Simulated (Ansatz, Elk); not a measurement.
**Bonding as seen by X-rays: NaTaO2**

Structure refinements treat a crystal as free atoms side by side. For a made-up structure of NaTaO2 (cell and positions from a PBE relaxation) the runs below show what the calculated density changes in F(hkl).

Program: Elk 11.2.3 (patched build). Level of theory: DFT, PBE, all-electron APW+lo, Dirac cores, scalar-relativistic bands, static density, no spin. Results are calculated unless marked as measured.

This account leaves out most program logs.

The structure was built from a prototype and need not be the compound's stable phase.

**1. The starting structure**

Symmetry: R-3m, No. 166, trigonal system. The conventional cell has a = 2.937 Å, b = 2.937 Å, c = 17.939 Å, α = 90.00°, β = 90.00°, γ = 120.00°. Ta has 6 O at 2.19 Å nearest. Nearest to Na lie 6 O at 2.34 Å. O has 3 Ta at 2.19 Å and 3 Na at 2.34 Å nearest. Farther neighbours and most contacts between anions are not listed.

**2. Ground state and structure factors**

An all-electron density is needed, since X-rays see the cores too. Task 0 finds the density and task 195 Fourier-transforms it; tshift is off so that phases refer to the origin typed.

File elk.in:

```
tasks
  0
  195

xctype
  20

spinpol
  .false.

rgkmax
  7.0

gmaxvr
  14.0

lmaxo
  7

lmaxapw
  8

swidth
  0.002

tshift
  .false.

ramdisk
  .false.

hmaxvr
  5.5

maxscl
  120

epspot
  1e-06

sppath
  './'

avec
  2.77463571052 1.60193667401 11.29981557920
  -2.77463571052 1.60193667401 11.29981557920
  0.00000000000 -3.20387334910 11.29981557904

atoms
  3
  'Ta.in'
  1
  -0.0000000000 -0.0000000000 -0.0000000000   0.000000 0.000000 0.000000
  'Na.in'
  1
  0.5000000000 0.5000000000 0.5000000000   0.000000 0.000000 0.000000
  'O.in'
  2
  0.7435382149 0.7435382149 0.7435382149   0.000000 0.000000 0.000000
  0.2564617851 0.2564617851 0.2564617851   0.000000 0.000000 0.000000

ngridk
  9 9 9
```

Run with:

```sh
$ OMP_NUM_THREADS=4 elk
```

The job ended after 42 s (4 threads of Arm Neoverse V1, shared host; peak memory 0.18 GiB).

SFACRHO.OUT:

```text

h k l indices transformed by vhmat matrix:
   1.000000000       0.000000000       0.000000000    
   0.000000000       1.000000000       0.000000000    
   0.000000000       0.000000000       1.000000000    

      h      k      l  multipl.   |H|            Re(F)            Im(F)           |F|

      0      0      0      1   0.0000000       100.00000      0.25753814E-16   100.00000    
     -1     -1     -1      2  0.55604317       61.666179     -0.41820976E-14   61.666179    
      2      2      2      2   1.1120863       60.178815     -0.16597700E-13   60.178815    
      0      0     -1      6   1.3204871       52.785166     -0.47048598E-14   52.785166    
     -1      0     -1      6   1.3589509       57.885211      0.12676983E-13   57.885211    
     -2     -1     -1      6   1.5029947       78.255978      0.10324553E-13   78.255978    
     -2     -2     -1      6   1.6025533       48.942036     -0.17251153E-13   48.942036    
     -3     -3     -3      2   1.6681295       47.093470     -0.29274683E-13   47.093470    
      3      2      2      6   1.8419195       51.475748      0.36593354E-13   51.475748    
      3      3      2      6   1.9768597       69.744342     -0.18688749E-13   69.744342    
      4      4      4      2   2.2241727       65.386154      0.26138110E-14   65.386154    
      0     -1      1      6   2.2645082       65.570593     -0.11031129E-14   65.570593    
      3      3      4      6   2.2681954       51.689784     -0.19864964E-13   51.689784    
     -1     -2      0     12   2.3317764       46.161975     -0.26138110E-14   46.161975    
      4      3      4      6   2.4220115       47.553246      0.33456781E-13   47.553246    
     -3     -2     -1     12   2.5228423       49.240023      0.10716625E-13   49.240023    
      1     -1      1      6   2.6213896       42.987344      0.26138110E-14   42.987344    
      0      2      0      6   2.6409742       48.105226     -0.80701415E-14   48.105226
```

Elk indexes on the primitive cell of elk.in and gives |H| = 4π sin θ/λ in inverse bohr. Below, one row stands for each form hkl of the conventional cell (m members, Friedel mates merged), F is for one primitive cell and the density is static (no thermal factor). Free-atom factors are Waasmaier and Kirfel's, and R is Σm||F|−|F'||/Σm|F|.

| hkl | m | sin θ/λ (Å⁻¹) | abs F, DFT | neutral atoms | diff. |
| --- | --- | --- | --- | --- | --- |
| 003 | 2 | 0.084 | 61.666 | 61.673 | -0.007 |
| 006 | 2 | 0.167 | 60.179 | 60.754 | -0.575 |
| 101 | 6 | 0.199 | 52.785 | 52.933 | -0.147 |
| 012 | 6 | 0.204 | 57.885 | 58.566 | -0.681 |
| 104 | 6 | 0.226 | 78.256 | 78.067 | +0.189 |
| 015 | 6 | 0.241 | 48.942 | 49.075 | -0.133 |
| 009 | 2 | 0.251 | 47.093 | 47.116 | -0.022 |
| 107 | 6 | 0.277 | 51.476 | 51.629 | -0.153 |
| 018 | 6 | 0.297 | 69.744 | 69.760 | -0.016 |
| 0 0 12 | 2 | 0.335 | 65.386 | 65.413 | -0.027 |
| 110 | 6 | 0.341 | 65.571 | 65.646 | -0.076 |
| 1 0 10 | 6 | 0.341 | 51.690 | 51.825 | -0.136 |
| 113 | 12 | 0.351 | 46.162 | 46.224 | -0.062 |
| 0 1 11 | 6 | 0.364 | 47.553 | 47.593 | -0.040 |

**3. The highest occupied states alone**

An energy window below the Fermi level keeps the highest occupied states, to see at which angles they scatter; shallow core shells can lie inside it and anion s states outside. No new self-consistency is needed.

Edit elk.in of step 2 so:

```diff
@@ -1,3 +1,2 @@
 tasks
-  0
   195
@@ -40,2 +39,5 @@
 
+wsfac
+  -0.219470 0.631770
+
 sppath
```

Run with:

```sh
$ OMP_NUM_THREADS=4 elk
```

The job ended after 6 s (4 threads; peak memory 0.16 GiB; 8.9 s of CPU time).

States within 15 eV below the Fermi level hold 14.00 electrons; any levels below the window count with the cores. Their amplitudes can exceed the total, where window and core parts have opposite phase:

| hkl | sin θ/λ (Å⁻¹) | abs F, window | abs F, all |
| --- | --- | --- | --- |
| 003 | 0.084 | 3.515 | 61.666 |
| 006 | 0.167 | 5.103 | 60.179 |
| 101 | 0.199 | 0.329 | 52.785 |
| 012 | 0.204 | 4.872 | 57.885 |
| 104 | 0.226 | 4.989 | 78.256 |
| 015 | 0.241 | 0.434 | 48.942 |
| 009 | 0.251 | 0.821 | 47.093 |
| 107 | 0.277 | 0.731 | 51.476 |
| 018 | 0.297 | 3.161 | 69.744 |
| 0 0 12 | 0.335 | 2.456 | 65.386 |

**4. Another functional**

The difference from free atoms is small, so it is set against the change that LDA (Perdew-Wang) makes.

Edit elk.in of step 3 so:

```diff
@@ -1,2 +1,3 @@
 tasks
+  0
   195
@@ -4,3 +5,3 @@
 xctype
-  20
+  3
 
@@ -39,5 +40,2 @@
 
-wsfac
-  -0.219470 0.631770
-
 sppath
```

Run with:

```sh
$ OMP_NUM_THREADS=4 elk
```

It took 29 s on 4 threads; peak memory 0.16 GiB.

Against the first run R = 0.02 %; the largest change is -0.060 at 104.

**5. Basis size**

A smaller basis shows how fast F responds to it; the change is likely larger than the basis error of the first run, but doesn't show convergence.

Edit elk.in of step 4 so:

```diff
@@ -5,3 +5,3 @@
 xctype
-  3
+  20
 
@@ -11,3 +11,3 @@
 rgkmax
-  7.0
+  5.5
```

Run with:

```sh
$ OMP_NUM_THREADS=4 elk
```

Elapsed: 37 s, on 4 threads; peak memory 0.17 GiB.

Against the first run R = 0.04 %; the largest change is +0.074 at 1 0 10.

**6. A coarser k-mesh**

About half the k-points along each axis test the sampling.

Edit elk.in of step 5 so:

```diff
@@ -11,3 +11,3 @@
 rgkmax
-  5.5
+  7.0
 
@@ -62,2 +62,2 @@
 ngridk
-  9 9 9
+  4 4 4
```

Run with:

```sh
$ OMP_NUM_THREADS=4 elk
```

The job ended after 17 s (4 threads; peak memory 0.17 GiB; 36 s of CPU time).

Against the first run R = 0.02 %; the largest change is +0.041 at 018.

**7. Settings against the effect**

| run | R against the first run (%) | R against neutral atoms, low angle (%) | wall time |
| --- | --- | --- | --- |
| PBE, rgkmax 7 | 0.00 | 0.37 | 42 s |
| LDA (Perdew-Wang) | 0.02 | 0.34 | 29 s |
| rgkmax 5.5 | 0.04 | 0.36 | 37 s |
| k-mesh 4×4×4 | 0.02 | 0.37 | 17 s |

**8. Outcome**

```
R against neutral atoms, sin θ/λ < 0.3 Å⁻¹ : 0.37 %
R against neutral atoms, 0.3 to 0.83 Å⁻¹   : 0.19 %
```

Independent neutral atoms miss the calculated amplitudes by R = 0.37 % below 0.3 Å⁻¹ and 0.19 % from there to 0.83 Å⁻¹; by shells, 0.01 % below 0.15 Å⁻¹ (1 form), 0.38 % 0.15 to 0.3 (8 forms), 0.09 % 0.3 to 0.45 (15 forms), 0.21 % above 0.45 (83 forms). Bonding, aspherical density and the tables' own atoms all enter these figures, and the runs don't part them. The largest change of an amplitude is -0.68 electrons, at 012. The window's part falls from 14.0 electrons at the origin to at most 1.08 between 0.45 and 0.83 Å⁻¹, where compact states inside the window still scatter. Below 0.3 Å⁻¹ the changes that finished (LDA (Perdew-Wang), rgkmax 5.5 and k-mesh 4×4×4) move F by R = 0.05 % at most, against the 0.37 % that separates it from free atoms. Spin-orbit coupling is left out, which can matter for elements this heavy. Part of the difference isn't bonding: the tables are fits to free atoms and ions calculated by other methods than this functional. Thermal motion, anomalous dispersion and extinction are left out.

[Logs are printed without paths, hosts, clocks, repeated set-up lines and the standing remarks that a program may print on its own settings, such as how far it seeks lower states.]

[Hosts, paths, dates, database ids (printed as entryN), source tags and the programs' standing remarks are cut or masked in the printed files.]
